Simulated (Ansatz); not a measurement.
# W wire of staggered 5-rings: bands by functional and under strain, part 3 of 4

What gap, if any, does the W wire of staggered 5-rings have, and how does it change with the functional and under strain?

Ansatz 0.2.0; DFT PBE, plane waves, PAW; relaxation of a wire's period (the session's first sound run).

So far. Step 5 (Levels at the same atoms, level PBEsol, cutoff 420 eV): Bands cross the Fermi level, as under PBE at the relaxed period. Step 6 (Another level of theory, level r2SCAN, cutoff 500 eV): Bands cross the Fermi level, as under PBE at the relaxed period.

## Step 7: Two-component spinors

This step: DFT PBE, plane waves, fully relativistic PAW; bands of a perfect wire with spin-orbit coupling (Ansatz 0.2.0).

Spin-orbit coupling mixes the spins and splits bands that cross or touch without it, so it can open or close channels. Fully relativistic datasets take the place of the scalar ones. Against the first PBE run of this kind, the mesh along the wire has 11 points against 18.

input.yaml

```yaml
crystal:
  lattice:
    - [11.377, 0.0, 0.0]
    - [0.0, 11.153, 0.0]
    - [0.0, 0.0, 4.5502910454]
  atoms:
    - { symbol: W, position: [0.338918368, 0.618542761, 0.0] }
    - { symbol: W, position: [0.338918368, 0.381470668, 0.0] }
    - { symbol: W, position: [0.557966066, 0.690697068, 0.0] }
    - { symbol: W, position: [0.557966066, 0.309316362, 0.0] }
    - { symbol: W, position: [0.687415275, 0.500006715, 0.0] }
    - { symbol: W, position: [0.312599891, 0.500006715, 0.5] }
    - { symbol: W, position: [0.4420491, 0.690697068, 0.5] }
    - { symbol: W, position: [0.4420491, 0.309316362, 0.5] }
    - { symbol: W, position: [0.661096798, 0.618542761, 0.5] }
    - { symbol: W, position: [0.661096798, 0.381470668, 0.5] }
kpoints:
  mp_grid: { grid: [1, 1, 11] }
  band_path: { path: ["Γ", Z], npoints: 50 }
scf:
  occupations: { method: fermi_dirac, width: 0.05 }
hamiltonian:
  xc: pbe
  pseudopotentials: { kind: paw_fr }
magnetization:
  noncollinear: true
  spin_orbit: true
```

On the command line:

```bash
$ ansatz run input.yaml --threads 8 --pin off --max-ram 16384MiB --backend cpu --events-out ev --progress --plain --runs-dir out
```

Numbers of over 12 decimals in the logs are rounded to 6 here.

Output:

```text
[...]
non-collinear run that drives no moment, with spin-orbit: no starting moment large enough to seed its density (crystal.atoms[].spin), no starting occupations that ask for one, no magnetisation constraint and no magnetic field, so the semilocal B_xc is pinned to zero
Crystal: 10 atoms, lattice volume = 577.376 Å³
Basis set: ecut = 420 eV, 11313 PW (Γ)
Bands: 168, of which v1, the nominal top of the filled ones, is band 140 counted from 1 (139 counted from 0)
Symmetry: 8 space group operations + 8 with time reversal
[...]
k-points: 6 of 11
Projection manifold: j_resolved (fully-relativistic pseudo-atomic orbitals)
[...]
SCF iter   1: F=—  HF=-104079.674798 eV  |F-HF|=—  |Δ(HF+E_count)|=         —  Δρ=4.42e-2  dr2=4.93e1  dr2_m=0.00e0 (ungated)  ethr=3.10e-3  |M|=0.00e0 ∫|m|=0.00e0 μB  |m|>n=0.0e0 m-floor=0.0e0 τ_xc=0.0e0  β_m=1.00  ⟨swp⟩=9.0  Hψ=2719  notcnv=0
[...]
spin=Noncollinear: LDOS preconditioning applied to the charge; magnetization (m_x, m_y, m_z) channels mix plain (no charge-response kernel on spin).
SCF iter   2: F=—  HF=-104084.282954 eV  |F-HF|=—  |Δ(HF+E_count)|=    4.61e0  Δρ=5.39e-2  dr2=1.08e2  dr2_m=0.00e0 (ungated)  ethr=3.10e-3  |M|=0.00e0 ∫|m|=0.00e0 μB  |m|>n=0.0e0 m-floor=0.0e0 τ_xc=0.0e0  β_m=0.52  ⟨swp⟩=6.2  Hψ=1548  notcnv=0  defer=16
[...]
SCF iter  11: F=-104069.543084 eV  HF=-104069.543084 eV  |F-HF|=2.63e-9  |Δ(HF+E_count)|=   7.85e-8  Δρ=1.49e-6  dr2=2.39e-8  dr2_m=0.00e0 (ungated)  ethr=7.14e-11  |M|=0.00e0 ∫|m|=0.00e0 μB  |m|>n=0.0e0 m-floor=0.0e0 τ_xc=0.0e0  ⟨swp⟩=13.8  Hψ=1677  notcnv=0
SCF 1 converged in 11 iterations: F = -104069.543084 eV  dr2 = 2.39e-8
[...]
SCF converged after 11 iterations
Magnetization: |M| = 0.0000 μB,  M = (+0.0000, +0.0000, +0.0000) μB
Absolute magnetization: 0.0000 μB (∫|m|)
  site 0: m = (+0.0000, +0.0000, +0.0000) μB, |m| = 0.0000 μB  (R = 1.08 Å)
  site 1: m = (+0.0000, +0.0000, +0.0000) μB, |m| = 0.0000 μB  (R = 1.08 Å)
  site 2: m = (+0.0000, +0.0000, +0.0000) μB, |m| = 0.0000 μB  (R = 1.07 Å)
  site 3: m = (+0.0000, +0.0000, +0.0000) μB, |m| = 0.0000 μB  (R = 1.07 Å)
  site 4: m = (+0.0000, +0.0000, +0.0000) μB, |m| = 0.0000 μB  (R = 1.07 Å)
  site 5: m = (+0.0000, +0.0000, +0.0000) μB, |m| = 0.0000 μB  (R = 1.07 Å)
  site 6: m = (+0.0000, +0.0000, +0.0000) μB, |m| = 0.0000 μB  (R = 1.07 Å)
  site 7: m = (+0.0000, +0.0000, +0.0000) μB, |m| = 0.0000 μB  (R = 1.07 Å)
  site 8: m = (+0.0000, +0.0000, +0.0000) μB, |m| = 0.0000 μB  (R = 1.08 Å)
  site 9: m = (+0.0000, +0.0000, +0.0000) μB, |m| = 0.0000 μB  (R = 1.08 Å)
Free energy (F): -104069.543084 eV
[...]
Internal energy: -104069.404097 eV  (E = F + TS)
E sigma→0 (E₀):  -104069.473591 eV
Entropy (-TS):   -0.138986 eV (-13.899 meV/atom)
Fermi energy:    3.236215 eV
[...]
--- Band table (eV; the first three rows and the last of 6) ---
  k-point 0: bands = [... 136 lower, 2.7157, 2.7157, 2.8058, 2.8058, 2.8808, 2.8808, 3.2499, 3.2499, ... 24 higher]
  k-point 1: bands = [... 136 lower, 2.8018, 2.8018, 2.9089, 2.9089, 2.9566, 2.9566, 3.2719, 3.2719, ... 24 higher]
  k-point 2: bands = [... 136 lower, 2.9974, 2.9974, 3.1115, 3.1115, 3.1840, 3.1840, 3.3735, 3.3735, ... 24 higher]
  k-point 5: bands = [... 136 lower, 3.3856, 3.3856, 3.4118, 3.4118, 3.4482, 3.4482, 3.4601, 3.4601, ... 24 higher]
```

Run time: 4.3 min. Hardware: 8 threads of Arm Neoverse V2, shared host; peak memory 10 GiB; 35 min of CPU time.

This step gave:

| Item | Value |
| --- | --- |
| energy at zero smearing | -104069.4736 eV |

The electronic bands at the labelled points (eV, zero at the Fermi level):

```
  point  band 137  band 138  band 139  band 140  band 141  band 142  band 143  band 144
      Γ     -0.52     -0.52     -0.43     -0.43     -0.36     -0.36      0.01      0.01
halfway     -0.32     -0.32     -0.30     -0.30     -0.05     -0.05      0.01      0.01
      Z      0.17      0.17      0.17      0.17      0.23      0.23      0.23      0.23
```

Bands cross the Fermi level, as under PBE at the relaxed period, with no moment.

## Step 8: Strain along the wire, period over the relaxed period 1.03, k-mesh 1×1×13

This step: DFT PBE, plane waves, PAW; relaxation at a fixed period (Ansatz 0.2.0).

The period is set to 1.03 times the relaxed one and the atoms relax within it: strain changes bond lengths and angles, which shifts the bands against each other. Against the first PBE run of this kind, the mesh along the wire has 13 points against 18.

The cell differs from the one that the last finished run ended in (c 4.550 → 4.687 Å).

input.yaml

```yaml
crystal:
  lattice:
    - [11.377, 0.0, 0.0]
    - [0.0, 11.153, 0.0]
    - [0.0, 0.0, 4.6867997768]
  atoms:
    - { symbol: W, position: [0.338918368, 0.618542761, 0.0], spin: 1.6 }
    - { symbol: W, position: [0.338918368, 0.381470668, 0.0], spin: 1.6 }
    - { symbol: W, position: [0.557966066, 0.690697068, 0.0], spin: 1.6 }
    - { symbol: W, position: [0.557966066, 0.309316362, 0.0], spin: 1.6 }
    - { symbol: W, position: [0.687415275, 0.500006715, 0.0], spin: 1.6 }
    - { symbol: W, position: [0.312599891, 0.500006715, 0.5], spin: 1.6 }
    - { symbol: W, position: [0.4420491, 0.690697068, 0.5], spin: 1.6 }
    - { symbol: W, position: [0.4420491, 0.309316362, 0.5], spin: 1.6 }
    - { symbol: W, position: [0.661096798, 0.618542761, 0.5], spin: 1.6 }
    - { symbol: W, position: [0.661096798, 0.381470668, 0.5], spin: 1.6 }
magnetization:
  spin_polarized: true
kpoints:
  mp_grid: { grid: [1, 1, 13] }
  band_path: { path: ["Γ", Z], npoints: 50 }
scf:
  occupations: { method: fermi_dirac, width: 0.05 }
hamiltonian:
  xc: pbe
relax:
  max_steps: 40
  f_tol: 0.02
output:
  stress: true
```

Output:

```text
Warning: output.stress: scf.convergence.dr2_threshold = 1e-7 eV (the SCF's general default) is looser than the 1e-9 eV advised for a printed stress (1e-10 eV for each atom of the cell: 10). What an SCF threshold leaves in a stress goes as its square root, and in the free energy as the threshold itself, and one threshold admits the most on a small cell: [figures from the program's tests cut] Every solve of this run an [...]
[...]
Crystal: 10 atoms, lattice volume = 594.697 Å³
Basis set: ecut = 420 eV, 11613 PW (Γ), exchange–correlation on 160×150×64 points (8 copies of the dense FFT grid, shifted against one another)
Bands: 94, of which v1, the nominal top of the filled ones, is band 70 counted from 1 (69 counted from 0)
Symmetry: 8 space group operations
[...]
k-points: 7 of 13
[...]
Starting moments: Σ|m| = 16 μB on 10 of 10 sites
[...]
SCF iter   1: F=—  HF=-103824.381664 eV  |F-HF|=—  |Δ(HF+E_count)|=         —  Δρ=2.72e-2 (↑2.50e-2 ↓2.72e-2)  dr2=4.33e1  dr2_m=1.45e0  M=8.653 μB ∫|m|=8.672 μB  β_m=0.30  ethr=3.10e-3  ⟨swp⟩=8.4  Hψ=5536  notcnv=0  defer=1
[...]
SCF iter  16: F=-103822.939787 eV  HF=-103822.939787 eV  |F-HF|=3.40e-8  |Δ(HF+E_count)|=   2.39e-7  Δρ=1.13e-6 (↑1.13e-6 ↓7.83e-7)  dr2=4.37e-8  dr2_m=2.12e-9  M=0.000 μB ∫|m|=0.001 μB  ethr=4.19e-11  ⟨swp⟩=3.0  Hψ=2674  notcnv=0
[...]
SCF 1 converged in 16 iterations: F = -103822.939787 eV  dr2 = 4.37e-8
[...]
relax step   1: F+E_penalty+E_count = -103822.93978680 eV  Δ(F+E_penalty+E_count) = +0.000e0 eV  max|allowed force component| = 4.579e-1 eV/Å  Δτ_max = 0.0000 Å  (16 SCF iters, dr2 threshold 1.00e-5 eV, accepted)
[...]
SCF iter  13: F=-103822.818756 eV  HF=-103822.818756 eV  |F-HF|=7.12e-9  |Δ(HF+E_count)|=   1.55e-7  Δρ=1.57e-6 (↑1.57e-6 ↓1.41e-6)  dr2=1.46e-8  dr2_m=1.03e-8  M=-0.001 μB ∫|m|=0.002 μB  ethr=6.85e-11  ⟨swp⟩=1.0  Hψ=3835  notcnv=0
[...]
SCF 2 converged in 13 iterations: F = -103822.818756 eV  dr2 = 1.46e-8
relax step   2: F+E_penalty+E_count = -103822.81875628 eV  Δ(F+E_penalty+E_count) = +1.210e-1 eV  max|allowed force component| = 7.699e-1 eV/Å  Δτ_max = 0.1141 Å  (13 SCF iters, dr2 threshold 1.31e-5 eV, rejected (line search))
SCF iter   1: F=—  HF=-103822.970440 eV  |F-HF|=—  |Δ(HF+E_count)|=         —  Δρ=4.36e-3 (↑3.45e-3 ↓4.36e-3)  dr2=2.50e-1  dr2_m=5.43e-2  M=0.095 μB ∫|m|=0.221 μB  β_m=0.30  ethr=1.73e-3  ⟨swp⟩=4.1  Hψ=2877  notcnv=0  defer=45
[...]
SCF iter  15: F=-103823.026949 eV  HF=-103823.026949 eV  |F-HF|=0.00e0  |Δ(HF+E_count)|=   2.68e-9  Δρ=9.72e-8 (↑9.72e-8 ↓9.54e-8)  dr2=1.45e-10  dr2_m=3.66e-11  M=-0.000 μB ∫|m|=0.000 μB  ethr=1.00e-12  ⟨swp⟩=1.0  Hψ=3988  notcnv=0
[...]
SCF 3 converged in 15 iterations: F = -103823.026949 eV  dr2 = 1.45e-10
relax step   3: F+E_penalty+E_count = -103823.02694896 eV  Δ(F+E_penalty+E_count) = -8.716e-2 eV  max|allowed force component| = 7.774e-2 eV/Å  Δτ_max = 0.0559 Å  (15 SCF iters, accepted)
[...]
relax step   4: F+E_penalty+E_count = -103823.02674710 eV  Δ(F+E_penalty+E_count) = +2.019e-4 eV  max|allowed force component| = 5.232e-2 eV/Å  Δτ_max = 0.0464 Å  (15 SCF iters, rejected (line search))
SCF iter   1: F=—  HF=-103823.026501 eV  |F-HF|=—  |Δ(HF+E_count)|=         —  Δρ=1.29e-3 (↑1.24e-3 ↓1.29e-3)  dr2=9.96e-3  dr2_m=5.44e-3  M=-0.005 μB ∫|m|=0.048 μB  β_m=0.65  ethr=7.57e-5  ⟨swp⟩=3.4  Hψ=2607  notcnv=0  defer=76
[...]
SCF iter  13: F=-103823.029372 eV  HF=-103823.029372 eV  |F-HF|=2.91e-11  |Δ(HF+E_count)|=   1.96e-9  Δρ=1.71e-7 (↑1.71e-7 ↓1.52e-7)  dr2=2.23e-10  dr2_m=1.15e-10  M=-0.001 μB ∫|m|=0.001 μB  ethr=1.00e-12  ⟨swp⟩=1.0  Hψ=4164  notcnv=0
[...]
SCF 5 converged in 13 iterations: F = -103823.029372 eV  dr2 = 2.23e-10
relax step   5: F+E_penalty+E_count = -103823.02937208 eV  Δ(F+E_penalty+E_count) = -2.423e-3 eV  max|allowed force component| = 1.547e-2 eV/Å  Δτ_max = 0.0223 Å  (13 SCF iters, accepted)
[...]
the band table was solved once a step of the walk had ended and its energy, with any forces and stress, was formed, with the checks that follow a solve (6594 applications of the Hamiltonian). They found nothing against the state; the energy, forces and stress were not computed again (output.eigenvalues in the input reference)
[...]
SCF converged after 13 iterations
Magnetization: -0.0007 μB (69.9997 up, 70.0003 down)
Absolute magnetization: 0.0007 μB (∫|ρ↑−ρ↓|, with the PAW one-centre terms)
[...]
Per-site moments (μB) at R_I (Å): [(-2.9816788631284978e-5, 1.061491), (-2.981678863121322e-5, 1.061491), (-3.002368279074049e-5, 1.058195), (-3.0023682790582778e-5, 1.058195), (-1.6108739529479733e-5, 1.058195), (-1.6108739529456182e-5, 1.058195), (-3.002368279073448e-5, 1.058195), (-3.002368279059927e-5, 1.058195), (-2.9816788631037804e-5, 1.061491), (-2.9816788631349898e-5, 1.061491)]
Free energy (F): -103823.029372 eV
[...]
Internal energy: -103822.856749 eV  (E = F + TS)
E sigma→0 (E₀):  -103822.943061 eV
Entropy (-TS):   -0.172623 eV (-17.262 meV/atom)
Fermi energy:    3.122342 eV
[...]
--- Forces (eV/Å), atoms counted from 1 ---
  atom   1  W     -0.00866902    -0.00442119     0.00000000
  atom   2  W     -0.00866902     0.00442119     0.00000000
  atom   3  W      0.01547415     0.00315684    -0.00000000
  atom   4  W      0.01547415    -0.00315684    -0.00000000
  atom   5  W      0.00329124     0.00000000    -0.00000000
  atom   6  W     -0.00329124     0.00000000     0.00000000
  atom   7  W     -0.01547415     0.00315684     0.00000000
  atom   8  W     -0.01547415    -0.00315684     0.00000000
  atom   9  W      0.00866902    -0.00442119    -0.00000000
  atom  10  W      0.00866902     0.00442119    -0.00000000
  max |Σ_I F_I| component: 3.47e-18 eV/Å
--- Stress (GPa, compression-positive) ---
       -0.026077       0.000000       0.000000
        0.000000      -0.074372       0.000000
        0.000000       0.000000      -2.149995
  P = ⅓ Tr σ = -0.7501 GPa (-7.501 kbar)
--- Band table (eV; the first three rows and the last of 14) ---
  k-point 0 ↑: bands = [... 66 lower, 2.4338, 2.4489, 2.4790, 2.5637, 2.5805, 3.1258, 3.1315, 3.2486, ... 20 higher]
  k-point 1 ↑: bands = [... 66 lower, 2.4951, 2.5032, 2.6220, 2.7122, 2.7428, 3.1627, 3.1718, 3.3845, ... 20 higher]
  k-point 2 ↑: bands = [... 66 lower, 2.6620, 2.6667, 2.7948, 2.8938, 2.9406, 3.2855, 3.3015, 3.3934, ... 20 higher]
  k-point 6 ↓: bands = [... 66 lower, 3.1818, 3.2098, 3.2473, 3.2618, 3.2812, 3.3775, 3.3974, 3.4175, ... 20 higher]
--- Relaxed structure (5 steps of the walk, 3 accepted, 0 SCFs on fresh bases) ---
  F+E_penalty+E_count = -103823.02937208 eV   max|allowed force component| = 1.547e-2 eV/Å
  atoms:
    - { symbol: W, position: [0.342999, 0.615738, 0] }
    - { symbol: W, position: [0.342999, 0.384275, 0] }
    - { symbol: W, position: [0.558209, 0.686741, 0] }
    - { symbol: W, position: [0.558209, 0.313273, 0] }
    - { symbol: W, position: [0.689862, 0.5000067148, 0] }
    - { symbol: W, position: [0.310153, 0.5000067148, 0.5] }
    - { symbol: W, position: [0.441807, 0.686741, 0.5] }
    - { symbol: W, position: [0.441807, 0.313273, 0.5] }
    - { symbol: W, position: [0.657016, 0.615738, 0.5] }
    - { symbol: W, position: [0.657016, 0.384275, 0.5] }
```

Run time: 97 s. Hardware: 8 threads; peak memory 3.7 GiB.

The steps of the relaxation:

```
step  energy less that of the first step (eV)  largest force component (eV/Å)
   1                                   0.0000                          0.4579
   2                                   0.1210                          0.7699
   3                                  -0.0872                          0.0777
   4                                  -0.0870                          0.0523
   5                                  -0.0896                          0.0155
```

Relaxation steps 2, 4 were tried and not accepted.

Forces are held to the 8 operations that the run works with; a distortion that breaks them can't arise in this run.

The atoms that moved most (Å):

| atom | dx | dy | dz | length |
| --- | --- | --- | --- | --- |
| W10 | -0.046 | 0.031 | 0.000 | 0.056 |
| W2 | 0.046 | 0.031 | 0.000 | 0.056 |
| W9 | -0.046 | -0.031 | 0.000 | 0.056 |
| W1 | 0.046 | -0.031 | 0.000 | 0.056 |
| W3 | 0.003 | -0.044 | 0.000 | 0.044 |
| W7 | -0.003 | -0.044 | 0.000 | 0.044 |
| W4 | 0.003 | 0.044 | 0.000 | 0.044 |
| W8 | -0.003 | 0.044 | 0.000 | 0.044 |

Final coordinates:

```
W
1.0
    11.37700    0.00000    0.00000
     0.00000   11.15300    0.00000
     0.00000    0.00000    4.68680
W
10
Direct
  0.34300 0.61574 0.00000
  0.34300 0.38428 0.00000
  0.55821 0.68674 0.00000
  0.55821 0.31327 0.00000
  0.68986 0.50001 0.00000
  0.31015 0.50001 0.50000
  0.44181 0.68674 0.50000
  0.44181 0.31327 0.50000
  0.65702 0.61574 0.50000
  0.65702 0.38428 0.50000
```

This step gave:

```yaml
energy_at_zero_smearing: -103822.9431 eV
total_moment: 0 μB
absolute_moment: 0 μB
```

Bands cross the Fermi level, as under PBE at the relaxed period, with no moment.

## Step 9: At a strained period, period over the relaxed period 0.97, k-mesh 1×1×14

The period is set to 0.97 times the relaxed one and the atoms relax within it: strain changes bond lengths and angles, which shifts the bands against each other. Against the first PBE run of this kind, the mesh along the wire has 14 points against 18.

The cell differs from the one that the last finished run ended in (c 4.687 → 4.414 Å).

Edit input.yaml of step 8 so:

```diff
@@ -4,3 +4,3 @@
     - [0.0, 11.153, 0.0]
-    - [0.0, 0.0, 4.6867997768]
+    - [0.0, 0.0, 4.413782314]
   atoms:
@@ -19,3 +19,3 @@
 kpoints:
-  mp_grid: { grid: [1, 1, 13] }
+  mp_grid: { grid: [1, 1, 14] }
   band_path: { path: ["Γ", Z], npoints: 50 }
```

Output:

```text
[...]
Crystal: 10 atoms, lattice volume = 560.055 Å³
Basis set: ecut = 420 eV, 10961 PW (Γ), exchange–correlation on 160×150×60 points (8 copies of the dense FFT grid, shifted against one another)
Bands: 94, of which v1, the nominal top of the filled ones, is band 70 counted from 1 (69 counted from 0)
[...]
- { symbol: W, position: [0.558061, 0.301136, 0.0] }
    - { symbol: W, position: [0.676951, 0.5000067148, 0.0] }
    - { symbol: W, position: [0.323064, 0.5000067148, 0.500000] }
    - { symbol: W, position: [0.441954, 0.698878, 0.500000] }
    - { symbol: W, position: [0.441954, 0.301136, 0.500000] }
    - { symbol: W, position: [0.665737, 0.622930, 0.500000] }
    - { symbol: W, position: [0.665737, 0.377084, 0.500000] }
[key lines of the parts left out:]
SCF converged after 10 iterations
Magnetization: -0.0000 μB (70.0000 up, 70.0000 down)
Free energy (F): -103823.072794 eV
Fermi energy:    3.403420 eV
P = ⅓ Tr σ = 0.3368 GPa (3.368 kbar)
```

The job ended after 2.1 min (8 threads; peak memory 3.5 GiB).

(Part 3 of 4 ends here.)

[Logs are printed without paths, hosts, clocks, repeated set-up lines and the standing remarks that a program may print on its own settings, such as how far it seeks lower states.]

[Hosts, paths, dates, database ids (printed as entryN), source tags and the programs' standing remarks are cut or masked in the printed files.]
